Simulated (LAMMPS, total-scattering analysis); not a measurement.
## How far in Q? Transforms of one S(Q) of ZnSe

One neutron S(Q) of ZnSe at 300 K, zero pressure, simulated by classical molecular dynamics (LAMMPS) with the Stillinger-Weber II-VI potential (Zhou et al., Phys. Rev. B 88, 085309 (2013)), is transformed to G(r) = (2/π)∫Q[S − 1]M(Q) sin(Qr) dQ with several cuts, with and without the Lorch function M = sin(πQ/Qmax)/(πQ/Qmax). It is rigid on the time of the run, a glass quenched from the melt; how it was made: 100 atoms placed at random at 5.1 g/cm^3, melted at 2600 K for 8 ps, cooled at 200 K/ps. First peaks of the pair functions: Zn–Se 2.50 Å, Zn–Zn 4.10 Å, Se–Se 4.13 Å.

| r (Å) | Qmax 12 | Qmax 12, Lorch | Qmax 30, Lorch |
| --- | --- | --- | --- |
| 0.80 | -0.32 | -0.41 | -0.41 |
| 0.92 | -0.32 | -0.48 | -0.47 |
| 1.04 | -0.61 | -0.53 | -0.53 |
| 1.16 | -0.77 | -0.58 | -0.59 |
| 1.28 | -0.59 | -0.64 | -0.65 |
| 1.40 | -0.49 | -0.73 | -0.71 |
| 1.52 | -0.81 | -0.79 | -0.77 |
| 1.64 | -1.12 | -0.82 | -0.84 |
| 1.76 | -0.89 | -0.86 | -0.90 |
| 1.88 | -0.57 | -0.99 | -0.96 |
| 2.00 | -0.98 | -1.09 | -1.02 |
| 2.12 | -1.71 | -0.87 | -1.07 |
| 2.24 | -1.21 | -0.15 | -1.12 |
| 2.36 | 0.99 | 0.84 | 0.28 |
| 2.48 | 3.06 | 1.54 | 3.46 |
| 2.60 | 2.84 | 1.46 | 2.73 |
| 2.72 | 0.55 | 0.66 | -0.03 |
| 2.84 | -1.47 | -0.35 | -1.09 |
| 2.96 | -1.71 | -1.05 | -1.28 |
| 3.08 | -1.02 | -1.27 | -1.20 |
| 3.20 | -0.88 | -1.20 | -1.13 |
| 3.32 | -1.31 | -1.02 | -1.18 |
| 3.44 | -1.26 | -0.75 | -1.04 |
| 3.56 | -0.39 | -0.34 | -0.42 |
| 3.68 | 0.49 | 0.22 | 0.37 |
| 3.80 | 0.89 | 0.81 | 0.91 |
| 3.92 | 1.20 | 1.31 | 1.20 |
| 4.04 | 1.77 | 1.59 | 1.79 |
| 4.16 | 2.14 | 1.60 | 2.08 |
| 4.28 | 1.69 | 1.33 | 1.55 |
| 4.40 | 0.70 | 0.86 | 0.69 |
| 4.52 | 0.00 | 0.35 | 0.18 |
| 4.64 | -0.14 | -0.06 | -0.07 |
| 4.76 | -0.20 | -0.32 | -0.36 |
| 4.88 | -0.51 | -0.50 | -0.53 |
| 5.00 | -0.81 | -0.65 | -0.67 |
| 5.12 | -0.85 | -0.78 | -0.82 |

One more transform gave, r in Å and G: 0.80 -0.38, 0.92 -0.43, 1.04 -0.62, 1.16 -0.49, 1.28 -0.71, 1.40 -0.73, 1.52 -0.67, 1.64 -0.98, 1.76 -0.77, 1.88 -0.98, 2.00 -1.15, 2.12 -0.79, 2.24 -1.57, 2.36 0.03, 2.48 4.06, 2.60 3.16, 2.72 -0.48, 2.84 -1.19, 2.96 -1.19, 3.08 -1.34, 3.20 -1.01, 3.32 -1.23, 3.44 -1.15, 3.56 -0.39, 3.68 0.38, 3.80 0.96, 3.92 1.17, 4.04 1.76, 4.16 2.28, 4.28 1.56, 4.40 0.60.

**Question.** Which cut and window is it, among Qmax = 8, 12, 20 and 30 Å⁻¹?

| transform | first maximum (Å) | G (Å⁻²) | width at half height over the −4πρ₀r line (Å) | ripple below it (Å⁻²) |
| --- | --- | --- | --- | --- |
| Qmax 12 | 2.54 | 3.33 | 0.34 | 0.19 |
| Qmax 12, Lorch | 2.54 | 1.62 | 0.50 | 0.02 |
| Qmax 30, Lorch | 2.54 | 3.82 | 0.26 | 0.00 |
| Qmax 20 | 2.54 | 4.52 | 0.24 | 0.10 |

A bare cut folds each peak with a function of width 3.8/Qmax and leaves ripples of period 2π/Qmax; the Lorch function folds with 5.4/Qmax and quenches the ripples. These are rough widths of the folding function; the peak's own width and neighbouring peaks enter the table too. The unknown is Qmax 20: ripple period 0.31 Å, resolution width 0.19 Å.
